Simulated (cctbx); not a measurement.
# Interatomic vectors of Y2MnIrO6

Space group P2_1/c (no. 14), a = 5.2500 Å, b = 5.6650 Å, c = 9.3196 Å, α = 90.00°, β = 124.11°, γ = 90.00°, content Ir2 Y4 Mn2 O12.

The data are simulated with cctbx, not measured: Mo Kα, λ = 0.71073 Å, to d = 0.65 Å, 95 % of the full sphere, strongest reflection 20000 counts, noise from counting, a 4 % proportional error and a noise floor of 8 counts (s.d.); no absorption, some extinction.

Patterson synthesis from sharpened amplitudes, origin scaled to 1000:

```text
Patterson group P 1 2/m 1
      u       v       w   height  length (A)
  0.000   0.000   0.000   1000.0     0.00
  0.000   0.500   0.500    830.6     5.45
  0.500   0.500   0.000    416.2     3.86
  0.500   0.000   0.500    297.9     3.86
  0.259   0.073   0.745    251.8     3.36
  0.260   0.427   0.245    250.6     3.07
  0.000   0.340   0.500     79.5     5.04
  0.509   0.143   0.467     52.1     6.23
  0.101   0.142   0.046     50.5     0.92
  0.197   0.000   0.103     47.5     0.94
  0.067   0.500   0.617     46.7     4.72
 -0.001   0.140   0.053     43.1     0.94
  0.059   0.000   0.116     42.6     0.94
  0.056   0.389   0.583     38.7     4.61
```

Q: Assign the vectors.

A peak at u stands for all pairs with xi − xj = u, with weight Σ ZiZj against Σ Z² = 19960 at the origin. Peak heights follow these weights only roughly, since form factors, motion and series ripples differ, all vectors within 0.55 Å of a peak are counted as merged into it though the farther ones add only part of their weight, and F(000) is left out, which lowers the whole map:

| u | v | w | shortest length (Å) | height | 1000 ΣZiZj/ΣZ² | pairs in the cell |
| --- | --- | --- | --- | --- | --- | --- |
| 0.000 | 0.500 | 0.500 | 5.45 | 831 | 670 | 2 × Ir–Ir, 2 × Mn–Mn, 4 × O–O |
| 0.500 | 0.500 | 0.000 | 3.86 | 416 | 691 | 4 × Ir–Mn, 4 × Y–Y |
| 0.500 | 0.000 | 0.500 | 3.86 | 298 | 386 | 4 × Ir–Mn |
| 0.259 | 0.073 | 0.745 | 3.25 | 252 | 399 | 2 × Ir–Y, 2 × Y–Mn |
| 0.260 | 0.427 | 0.245 | 3.07 | 251 | 399 | 2 × Ir–Y, 2 × Y–Mn |
| 0.000 | 0.340 | 0.500 | 5.04 | 80 | 159 | 2 × Y–Y, 2 × O–O |
| 0.509 | 0.143 | 0.467 | 3.70 | 52 | 152 | 2 × Y–Y |
| 0.101 | 0.142 | 0.046 | 0.93 | 50 | 0 | none within 0.55 Å |
| 0.197 | 0.000 | 0.103 | 0.94 | 48 | 0 | none within 0.55 Å |
| 0.067 | 0.500 | 0.617 | 4.72 | 47 | 0 | none within 0.55 Å |

The table stops at ten peaks or at a height of 45, below which ripples compete. In the model behind the data Ir, the heaviest element, has 1 independent site: (0, 0, 1/2), up to an allowed shift of origin; the Ir–Ir vectors are differences of these positions and their symmetry mates. The whole model:

| atom | mult. | x | y | z | Ueq (Å²) |
| --- | --- | --- | --- | --- | --- |
| Ir1 | 2 | 0 | 0 | 1/2 | 0.0157 |
| Y1 | 4 | 0.7400 | 0.4316 | 0.2556 | 0.0305 |
| Mn1 | 2 | 1/2 | 0 | 0 | 0.0230 |
| O1 | 4 | 0.8250 | 0.4653 | 0.7336 | 0.0407 |
| O2 | 4 | 0.6209 | 0.2063 | 0.4413 | 0.0397 |
| O3 | 4 | 0.2429 | 0.1830 | 0.0434 | 0.0234 |

This is a model crystal, built by substitution and not relaxed, with assumed displacement parameters.

[Logs are printed without paths, hosts, clocks, repeated set-up lines and the standing remarks that a program may print on its own settings, such as how far it seeks lower states.]
